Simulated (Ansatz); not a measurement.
# SiO2 (P4_2/mnm):V_Si-H, thermodynamic levels from a 96-atom cell

Wanted: the transition levels of a complex in SiO2 (P4_2/mnm), from a cell of 96 host atoms with 1 Si taken out and 1 H put in.

Program: Ansatz 0.2.0. Level of theory: place-levels on r2SCAN runs: charge-transition levels and formation energies with image-charge correction and potential alignment at the atomic sites; PAW set soft_1. Results are calculated unless marked as measured.

In doubt: warnings of the run leave room for a lower electronic state (in some of the runs), so energies may not be the lowest and differences between runs may mislead.

**1. Set-up**

The cell holds 96 atoms: 31 Si, 64 O and 1 H. Its edges and angles: a = 9.926 Å, b = 9.926 Å, c = 11.836 Å, α = 53.4°, β = 53.4°, γ = 73.2°. It derives from SiO2 (space group P4_2/mnm). Nearest the centre at fractional (0.500, 0.500, 0.500): H96 at 0.76 Å, O22 at 1.76 Å, O81 at 1.76 Å, O24 at 1.76 Å, O83 at 1.76 Å, O79 at 1.81 Å, O88 at 1.81 Å, Si14 at 2.67 Å.

The host's dielectric constants go in as inputs: (3.41, 3.41, 3.58) for the electrons alone, (11.60, 11.60, 9.01) with the ions, computed on the host (DFPT, PBEsol, on the r2SCAN cell), and a cell off the functional's own equilibrium shifts the ionic part.

The cell's shortest repeat is 9.9 Å.

**2. What was run first**

A transition level is the Fermi level at which two charge states cost the same, so each charge needs its own total energy, at its own relaxed structure.

Random displacements of about 0.05 Å break the site symmetry at the start, so that the relaxation can reach a distorted minimum if there is one. Forces are taken at one point at (¼, ¼, ¼). The cell holds 3 electrons more than the neutral one, with a uniform background that keeps it neutral on the whole.

The sampling was tested on the host first: at the k-points planned (1x1x1 shifted 0.25 0.25 0.25) its energy lies 0.004 eV an atom from the dense-mesh value, under the bound of 0.02 eV set for this test; that bounds the host's error, not the defect's.

One of the inputs; charge, spin and start change from state to state.

qm3.relax/input.yaml reads:

```yaml
crystal:
  lattice:
    - [0.0, 4.18479536, 2.66840475]
    - [4.18479536, 0.0, 2.66840475]
    - [4.18479536, 4.18479536, 0.0]
  atoms:
    - { symbol: Si, position: [0.0, 0.0, 0.0] }
    - { symbol: Si, position: [0.5, 0.5, 0.5] }
    - { symbol: Si, position: [0.25, 0.25, 0.25] }
    - { symbol: Si, position: [0.75, 0.75, 0.75] }
    - { symbol: O, position: [0.0, 0.0, 0.30610335] }
    - { symbol: O, position: [0.5, 0.5, 0.80610335] }
    - { symbol: O, position: [0.0, 0.0, 0.69389665] }
    - { symbol: O, position: [0.5, 0.5, 0.19389665] }
    - { symbol: O, position: [0.05610335, 0.44389665, 0.75] }
    - { symbol: O, position: [0.55610335, 0.94389665, 0.25] }
    - { symbol: O, position: [0.44389665, 0.05610335, 0.75] }
    - { symbol: O, position: [0.94389665, 0.55610335, 0.25] }
  supercell: [2, 2, 2]
  defects:
    - { vacancy: 84 }
    - { interstitial: { symbol: H, position: [0.51215, 0.596256, 0.445797] } }
total_charge: -3
basis:
  ecutwfc: 500
  xc_grid: 2
hamiltonian:
  xc: r2scan
  pseudopotentials: { kind: paw, azcp: { folder: soft_1 } }
kpoints:
  mp_grid: { grid: [1, 1, 1], shift: [0.25, 0.25, 0.25] }
scf:
  occupations: { method: fixed }
  max_iter: 100
output:
  forces: true
  charged_corrections:
    epsilon: [3.41, 3.41, 3.58]
    static_epsilon: [11.6, 11.6, 9.01]
    defect_position: [0.5, 0.5, 0.5]
relax:
  f_tol: 0.02
  max_steps: 80
  random_displacement: { amplitude: 0.05, seed: 4406 }
checkpoint:
  write: "../qm3.relax.run"
  compress: false
  write_wavefunctions: true
  write_every: 100000
```

Command:

```
ansatz run input.yaml --threads 8 --pin off --max-ram 15073MiB --backend cpu --events-out ev --progress --plain --runs-dir out
```

The relaxed structure is kept and the sampling changed to a 2×2×2 shifted mesh.

The run of this state that the levels use, under r2SCAN:

qm3.point/input.yaml reads:

```yaml
crystal:
  checkpoint: "../qm3.relax.run"
  host: checkpoint
total_charge: -3
basis:
  ecutwfc: 500
  xc_grid: 2
hamiltonian:
  xc: r2scan
  pseudopotentials: { kind: paw, azcp: { folder: soft_1 } }
kpoints:
  mp_grid: { grid: [2, 2, 2], shift: [0.5, 0.5, 0.5] }
scf:
  occupations: { method: fermi_dirac, width: 0.01 }
  max_iter: 100
output:
  forces: true
  eigenvalues: true
  charged_corrections:
    epsilon: [3.41, 3.41, 3.58]
    static_epsilon: [11.6, 11.6, 9.01]
    defect_position: [0.5, 0.5, 0.5]
  eigenstates: { localisation: true }
  populations: true
checkpoint:
  read: "../qm3.relax.run"
  write: "../qm3.point.run"
  compress: false
  write_wavefunctions: false
  write_every: 100000
```

Relaxations under r2SCAN at one point at (¼, ¼, ¼); times on 8 threads of Arm Neoverse V2, shared host:

```csv
charge,moment (μB),occupations,outcome,steps,largest displacement against the far atoms (Å),time
−3,0,fixed,converged,9,0.30,99 s
−3,2,fixed,converged,9,0.31,4.6 min
−2,1,fixed,converged,11,0.30,5.1 min
−1,0,fixed,converged,7,0.30,92 s
−1,2,fixed,converged,13,0.30,6.7 min
0,1,fixed,converged,14,0.30,7.2 min
+1,0,fixed,converged,8,0.30,2.2 min
+1,2,fixed,not converged,4,-,5.8 min
+1,2,fermi-dirac,converged,14,0.31,11 min
```

Single points under r2SCAN at a 2×2×2 shifted mesh; times on 8 threads of Arm Neoverse V2, shared host:

| charge | moment (μB) | occupations | outcome | time |
| --- | --- | --- | --- | --- |
| −3 | 0 | fermi-dirac | converged | 61 s |
| −3 | 2 | fermi-dirac | converged | 3.3 min |
| −2 | 1 | fermi-dirac | converged | 3.5 min |
| −1 | 0 | fermi-dirac | converged | 81 s |
| −1 | 2 | fermi-dirac | converged | 3.9 min |
| 0 | 1 | fermi-dirac | converged | 3.5 min |
| +1 | 0 | fermi-dirac | converged | 78 s |
| +1 | 2 | fermi-dirac | converged | 3.4 min |

Distances (Å) from the ideal centre to the nearest atoms after relaxation with r2SCAN:

| charge | moment (μB) | 1. | 2. | 3. | 4. | 5. | 6. |
| --- | --- | --- | --- | --- | --- | --- | --- |
| −3 | 0 | H 0.92 | O 1.83 | O 1.87 | O 1.89 | O 1.91 | O 1.91 |
| −3 | 2 | H 0.92 | O 1.82 | O 1.86 | O 1.88 | O 1.89 | O 1.90 |
| −2 | 1 | H 0.92 | O 1.83 | O 1.87 | O 1.88 | O 1.90 | O 1.90 |
| −1 | 0 | H 0.92 | O 1.83 | O 1.87 | O 1.88 | O 1.89 | O 1.89 |
| −1 | 2 | H 0.92 | O 1.83 | O 1.87 | O 1.88 | O 1.89 | O 1.90 |
| 0 | 1 | H 0.93 | O 1.83 | O 1.87 | O 1.89 | O 1.89 | O 1.89 |
| +1 | 0 | H 0.92 | O 1.83 | O 1.89 | O 1.89 | O 1.89 | O 1.90 |
| +1 | 2 | H 0.93 | O 1.83 | O 1.86 | O 1.88 | O 1.88 | O 1.88 |

**3. Placing the levels, r2SCAN**

A charged cell interacts with its images and the background, and its potential has another zero than the host's. place-levels removes the first by a point-charge model, screened by the static dielectric constant since the ions have relaxed around the charge, and the second by comparing potentials at atoms far from the defect.

The host is a run of the defect-free crystal in the same cutoffs, grids and k-points, so that basis and sampling errors cancel in part in the differences. Its band edges come from a run of the primitive cell that searches the zone for them. The host is run in a cell of 48 atoms on a matching mesh. Chemical potentials are energies per atom of Si (diamond) and H (H2 molecule), run with the same functional and cutoff.

levels.point.yaml reads:

```yaml
host:
  run: host.point.run
  levels_from: { run: edges.point.run }
states: [qm3.point.run, qm3_M2.point.run, qm2_M1.point.run, qm1.point.run, qm1_M2.point.run, q0_M1.point.run, qp1.point.run, qp1_M2.point.run]
geometry_from:
  qm3.point.run: qm3.relax.run
  qm3_M2.point.run: qm3_M2.relax.run
  qm2_M1.point.run: qm2_M1.relax.run
  qm1.point.run: qm1.relax.run
  qm1_M2.point.run: qm1_M2.relax.run
  q0_M1.point.run: q0_M1.relax.run
  qp1.point.run: qp1.relax.run
  qp1_M2.point.run: qp1_M2.relax_smeared.run
  host.point.run: host.relax.run
chemical_potentials:
  Si:
    energy: -639.06578
    dataset: <sha256 of the dataset>
  H:
    energy: -15.945394
    dataset: "<sha256 of the dataset>"
epsilon: [3.41, 3.41, 3.58]
static_epsilon: [11.6, 11.6, 9.01]
vertical:
  - { from: qm3.point.run, to: qm3.point_neutral.run }
  - { from: qm3_M2.point.run, to: qm3_M2.point_neutral.run }
  - { from: qm2_M1.point.run, to: qm2_M1.point_neutral.run }
  - { from: qm1.point.run, to: qm1.point_neutral.run }
  - { from: qm1_M2.point.run, to: qm1_M2.point_neutral.run }
  - { from: qp1.point.run, to: qp1.point_neutral.run }
  - { from: qp1_M2.point.run, to: qp1_M2.point_neutral.run }
```

Command:

```
ansatz place-levels levels.point.yaml -- --threads 8 --pin off --max-ram 15073MiB
```

Numbers of over 12 decimals in the logs are rounded to 6 here.

Log:

```text
[... repeated set-up lines and file paths are left out, and long positions are rounded to six places ...]
(+1/0) 0.023 eV beneath the valence edge (-0.436 eV without the band-filling correction), in the valence band
(0/-1) 0.040 eV above the valence edge, 6.490 eV under the conduction edge
(-1/-2) 0.378 eV above the valence edge, 6.152 eV under the conduction edge
(-2/-3) 1.041 eV above the valence edge, 5.490 eV under the conduction edge
formation energy of charge +1: +12.242 eV with the Fermi level at the valence edge
formation energy of charge 0: +12.219 eV with the Fermi level at the valence edge
formation energy of charge -1: +12.260 eV with the Fermi level at the valence edge
formation energy of charge -2: +12.638 eV with the Fermi level at the valence edge
formation energy of charge -3: +13.678 eV with the Fermi level at the valence edge
vertical -3 to 0: no energy, since no alignment is typed
  the change from vertical[0].from (qm3.point.run) to vertical[0].to (qm3.point_neutral.run): by its potential at epsilon [3.41, 3.41, 3.58] it stands at 0.489 0.455 0.586, with an rms radius of about 4.2 Å (2.5 2.2 2.5 Å across the planes of the cell's [...]
vertical -3 to 0: no energy, since no alignment is typed
  the change from vertical[1].from (qm3_M2.point.run) to vertical[1].to (qm3_M2.point_neutral.run): by its potential at epsilon [3.41, 3.41, 3.58] it stands at 0.466 0.487 0.623, with an rms radius of about 5.2 Å (3.1 2.7 3.1 Å across the planes of the cell's [...]
vertical -2 to 0: no energy, since no alignment is typed
[...]
of vertical[2].from (qm2_M1.point.run): its displacements don't fall off away from the defect: farther atoms stand 0.01 Å off the host's places. [...]
  of vertical[2].to (qm2_M1.point_neutral.run): its displacements don't fall off away from the defect: farther atoms stand 0.01 Å off the host's places. [...]
  vertical[3].from (qm1.point.run): levels filled in part (TS 0.001 eV): its energy is of no whole electron's
  of vertical[3].from (qm1.point.run): its displacements don't fall off away from the defect: farther atoms stand 0.01 Å off the host's places. [...]
  of vertical[3].to (qm1.point_neutral.run): its displacements don't fall off away from the defect: farther atoms stand 0.01 Å off the host's places. [...]
  vertical[4].from (qm1_M2.point.run): levels filled in part (TS 0.005 eV): its energy is of no whole electron's
  of vertical[4].from (qm1_M2.point.run): its moments are held at its close (magnetization.spin_locking), by a field of 0.050 eV a Bohr magneton, and its energy and levels are of the state that this holds: a run that lets them go can end lower; [...]
  of vertical[4].to (qm1_M2.point_neutral.run): it set out from the moments of a save, which an earlier run chose (saved_moments_taken); seeded_moment_not_kept; stability_check_not_made
  vertical[5].from (qp1.point.run): levels filled in part (TS 0.005 eV): its energy is of no whole electron's
  of vertical[5].from (qp1.point.run): it parts from the run at its places by a charge that spreads by about 3.2 Å along one vector (1.4 Å or more is wide), by its potential at epsilon [3.41, 3.41, 3.58], taken for that of held ions (one typed too small [...]
  of vertical[5].to (qp1.point_neutral.run): stability_check_not_made
  of vertical[6].from (qp1_M2.point.run): its moments are held at its close (magnetization.spin_locking), by a field of 0.001 eV a Bohr magneton, and its energy and levels are of the state that this holds: a run that lets them go can end lower; [...]
  of vertical[6].to (qp1_M2.point_neutral.run): it set out from the moments of a save, which an earlier run chose (saved_moments_taken); seeded_moment_not_kept; stability_check_not_made
```

The job ended after 1.2 s (8 threads of Arm Neoverse V2, shared host).

Levels between the charges placed, in eV above the valence top:

```csv
,gap (eV),(+1/0),(0/−1),(−1/−2),(−2/−3)
r2SCAN,6.53,-0.02,0.04,0.38,1.04
```

Corrections by state:

```csv
charge,moment (μB),image terms and alignment (eV),band filling (eV),ε used,"over the lowest of its charge, as the program ranks them, band filling apart (eV)"
+1,2.0,-0.203,-0.413,"principal values (9.01, 11.60, 11.60)",0.000
0,1.0,0.000,-,-,0.000
−1,2.0,0.506,-,"principal values (9.01, 11.60, 11.60)",0.000
−2,1.0,1.346,-,"principal values (9.01, 11.60, 11.60)",0.000
−3,0.0,2.553,-,"principal values (9.01, 11.60, 11.60)",0.000
+1,0.0,-0.258,-,"principal values (9.01, 11.60, 11.60)",0.245
−1,0.0,0.527,-,"principal values (9.01, 11.60, 11.60)",0.008
−3,2.0,2.294,-,"principal values (9.01, 11.60, 11.60)",6.871
```

The charged structures listed were also run neutral, and place-levels reads from each pair, by the potential or the spins, how wide the charge is by which they differ; that can be the carrier of either run.

```
charge  rms radius (Å)  spread where it is widest against the cell (Å)  wide from (Å)  reading
    +1             4.7                                            3.27           1.37     wide
    −1             5.0                                            3.23           1.37     wide
    −2             4.6                                            2.85           1.37     wide
    −3             4.2                                            2.51           1.37     wide
```

The neutral runs of these pairs need not share the spin of the lowest neutral state, and very wide values only mean spread over the cell.

From the program's caveats on the states, each cut to its opening words:

- charge +1 (2 μB): how wide its charge is, is not read beside other atoms or cores, and a band state would take no correction
- charge +1 (2 μB): a band-filling correction moves a carrier to the host's band edge, which changes its energy by -0.413 eV
- charge +1 (2 μB): its moments are held at its close (magnetization.spin_locking), by a field of 0.001 eV a Bohr magneton, and its energy and levels are of the state that this [...]
- charge +1 (2 μB), 0 (1 μB), −1 (2 μB), −2 (1 μB), −3 (2 μB): flagged: stability check not made
- charge 0 (1 μB): its alignment with the host at atomic sites is doubtful: the mean over the far sites moves by -0.0872 eV from their farther parts to their nearer, more than [...]
- charge −1 (2 μB), +1: it parts from the run at its places by a charge that spreads by about 3.2 Å along one vector (1.4 Å or more is wide), by its potential at epsilon [3.41, 3.41, [...]
- charge −1 (2 μB): its alignment with the host at atomic sites is doubtful: the mean over the far sites moves by -0.1055 eV from their farther parts to their nearer, more than [...]
- charge −1 (2 μB): its moments are held at its close (magnetization.spin_locking), by a field of 0.050 eV a Bohr magneton, and its energy and levels are of the state that this [...]
- charge −2 (1 μB): it parts from the run at its places by a charge that spreads by about 2.8 Å along one vector (1.4 Å or more is wide), by its potential at epsilon [3.41, 3.41, [...]
- charge −2 (1 μB): its alignment with the host at atomic sites is doubtful: the mean over the far sites moves by -0.1217 eV from their farther parts to their nearer, more than [...]
- charge −2 (1 μB), −1: its displacements don't fall off away from the defect: farther atoms stand 0.01 Å off the host's places
- charge −3: it parts from the run at its places by a charge that spreads by about 2.5 Å along one vector (1.4 Å or more is wide), by its potential at epsilon [3.41, 3.41, [...]
- charge −3: its alignment with the host at atomic sites is doubtful: the mean over the far sites moves by -0.1288 eV from their farther parts to their nearer, more than [...]
- charge −3: its displacements don't fall off away from the defect: farther atoms stand 0.014 Å off the host's places

The host's formation energy from the elements is -2.876 eV per atom; it sets how far the chemical potentials can move.

Limit set by the element alone; other compounds of these elements are not counted. Chemical potentials from the elements' reference states: O 0.00 eV, Si -8.63 eV, H 0.00 eV. Formation energy by charge state (O-rich; gap 6.53 eV):

```
charge  at valence top (eV)  at conduction bottom (eV)  correction included (eV)
    +1                 3.62                      10.15                     -0.62
     0                 3.59                       3.59                      0.00
    −1                 3.63                      -2.90                      0.51
    −2                 4.01                      -9.05                      1.35
    −3                 5.05                     -14.54                      2.55
```

```csv
Fermi level (eV),lowest formation energy (eV)
0.00,3.59
0.59,2.82
1.19,1.49
1.78,-0.29
2.37,-2.07
2.97,-3.85
3.56,-5.64
4.16,-7.42
4.75,-9.20
5.34,-10.98
5.94,-12.76
6.53,-14.54
```

Limit set by the element alone; other compounds of these elements are not counted. Chemical potentials from the elements' reference states: Si 0.00 eV, O -4.31 eV, H 0.00 eV. Formation energies (Si-rich), with the Fermi level at the valence top and at the conduction bottom (gap 6.53 eV):

```csv
charge,at valence top (eV),at conduction bottom (eV),correction included (eV)
+1,12.24,18.77,-0.62
0,12.22,12.22,0.00
−1,12.26,5.73,0.51
−2,12.64,-0.42,1.35
−3,13.68,-5.91,2.55
```

Fermi level (eV), lowest formation energy (eV) and a bar from the least value:
```
     0.00      12.22 ##############################
     0.59      11.45 #############################
     1.19      10.12 ###########################
     1.78       8.34 ########################
     2.37       6.56 #####################
     2.97       4.78 ##################
     3.56       2.98 ###############
     4.16       1.21 ############
     4.75      -0.57 #########
     5.34      -2.35 ######
     5.94      -4.13 ###
     6.53      -5.91
```

**4. Results**

| Item | Value |
| --- | --- |
| gap of the host | 6.53 eV (r2SCAN) |
| level (plus 1/0) | 0.02 eV below the valence top (-0.44 eV above the valence top without the band-filling term) |
| level (0/minus 1) | 0.04 eV above the valence top |
| level (minus 1/minus 2) | 0.38 eV above the valence top |
| level (minus 2/minus 3) | 1.04 eV above the valence top |
| lowest of the charges placed, just above the valence top (0.02 eV) | 0 |
| lowest of the charges placed, just below the conduction bottom (0.02 eV) | −3 |
| lowest formation energy at mid-gap of the charges run, O-rich | -4.74 eV |
| lowest formation energy at mid-gap of the charges run, Si-rich | 3.88 eV |

What this shows: Of the charges placed (−3, −2, −1, 0 and +1), the lowest changes at 0.04 eV (0/−1), 0.38 eV (−1/−2) and 1.04 eV (−2/−3) above the valence top, in a gap of 6.53 eV. (0/−1), (−1/−2) and (−2/−3) lie nearer to a band edge than the share of the finite-size correction in them (0.51, 0.84 and 1.21 eV), and that correction holds for a localised charge alone. (0/−1) lies 0.04 eV from a band edge, less than the doubt on such levels. Charges below −3 were not placed, so these runs say nothing of levels that involve them. States placed: +1 at 2 μB and 0 μB; 0 at 1 μB; −1 at 2 μB and 0 μB; −2 at 1 μB; −3 at 0 μB and 2 μB. Other spin states or structures, where not listed, weren't placed. The program finds carriers beyond a band edge of the host and adds a band-filling term at charge +1 (-0.41 eV); steps to such a charge show no bound level, and a defect level inside a band would be read the same way. Corrections reach 2.6 eV, so the cell is small for these charges and their levels are rough. H is taken at its element; compounds, which aren't counted here, bound the chemical potentials and would shift these formation energies. The program doubts the alignment of potentials for at least one state, a sign that the cell is small. Limits: r2SCAN makes the gap too small and tends to spread out bound carriers; where a gas molecule sets a chemical potential or the host's formation energy, its binding is uncorrected; force components of up to 0.34 eV/Å remain in a run at the final settings.

[Logs are printed without paths, hosts, clocks, repeated set-up lines and the standing remarks that a program may print on its own settings, such as how far it seeks lower states.]

[Hosts, paths, dates, database ids (printed as entryN), source tags and the programs' standing remarks are cut or masked in the printed files.]

[Where a table of states has a column of steps, it counts the stored structures, which are thinned; the runs took as many ionic steps or more.]

[A defect's name tells the site on which it was built; relaxed atoms can leave that site.]

[For some hosts the program warned that the k-mesh of the response run may be too coarse for force constants and the static dielectric constant; such warnings are not shown here.]
